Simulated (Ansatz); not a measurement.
In doubt: one-shot GW on d or f shells is unsure (in some of the runs), so the values of those runs are not to be relied on.

System: Rb2ScCuF6 (Fm-3m).

The structure is cubic, space group Fm-3m (No. 225). Conventional cell: a = 8.666 Å, b = 8.666 Å, c = 8.666 Å, α = 90.00°, β = 90.00°, γ = 90.00°. Rb has 12 F at 3.07 Å nearest. Sc has 6 F at 2.04 Å nearest. Nearest to Cu lie 6 F at 2.29 Å. Nearest to F lie 1 Sc at 2.04 Å and 1 Cu at 2.29 Å and 4 Rb at 3.07 Å. Farther neighbours and most contacts between anions are not listed.

```
Rb Sc Cu F
1.0
     0.00000    4.33280    4.33280
     4.33280    0.00000    4.33280
     4.33280    4.33280    0.00000
Rb Sc Cu F
2 1 1 6
Direct
  0.75000 0.75000 0.75000
  0.25000 0.25000 0.25000
  0.00000 0.00000 0.00000
  0.50000 0.50000 0.50000
  0.76414 0.23586 0.23586
  0.23586 0.23586 0.76414
  0.23586 0.76414 0.76414
  0.23586 0.76414 0.23586
  0.76414 0.23586 0.76414
  0.76414 0.76414 0.23586
```

The cell and positions are those that the Materials Project relaxed with its own functionals (PBE, PBE+U or r2SCAN), kept fixed. At the settings of the band run the largest force is still 0.08 eV/Å.

Gaps computed with Ansatz 0.2.0 without a self-energy: LDA 1.30 eV, PBEsol 1.37 eV, PBE 1.47 eV, PBE+SOC 1.44 eV, r2SCAN 1.87 eV and HSE06 3.77 eV.

What gap should G0W0 on PBE give (4×4×4 mesh, 892 empty bands, screening to 180 eV, PAW set soft_1 files)?

About 3.73 eV: on its mesh the run moves the gap from 1.47 eV by +2.26 eV. Among the scalar-relativistic levels given, HSE06 is nearest (+0.04 eV). Spin-orbit coupling is not in that value; its −0.03 eV at the PBE level would bring it to about 3.69 eV. Bands and cutoff are finite, so the gap is not at the basis limit. The miss can reach some tenths of an eV and take either sign; the mesh is an error of its own. A d shell, filled or nearly so, lies near the gap. One-shot GW converges very slowly in bands there, not always from below, and on a semilocal start the gap tends to come out low; starts rich in exact exchange can overshoot instead. The many-body steps are scalar-relativistic: spin-orbit coupling is not in them. The program marks a band-edge row as in doubt, so the gap is less sure than its digits.

[Paths, hosts, dates, memory and timing lines, banners, echoed tables and standing remarks are left out of the program output.]

[Logs are printed without paths, hosts, clocks, repeated set-up lines and the standing remarks that a program may print on its own settings, such as how far it seeks lower states.]

[Runs of the session that timed out or met a known fault of the program may be left out.]

[Cells called generated may have been cut or substituted from an entry of the Crystallography Open Database or the Materials Project.]

[Hosts, paths, dates, database ids (printed as entryN), source tags and the programs' standing remarks are cut or masked in the printed files.]
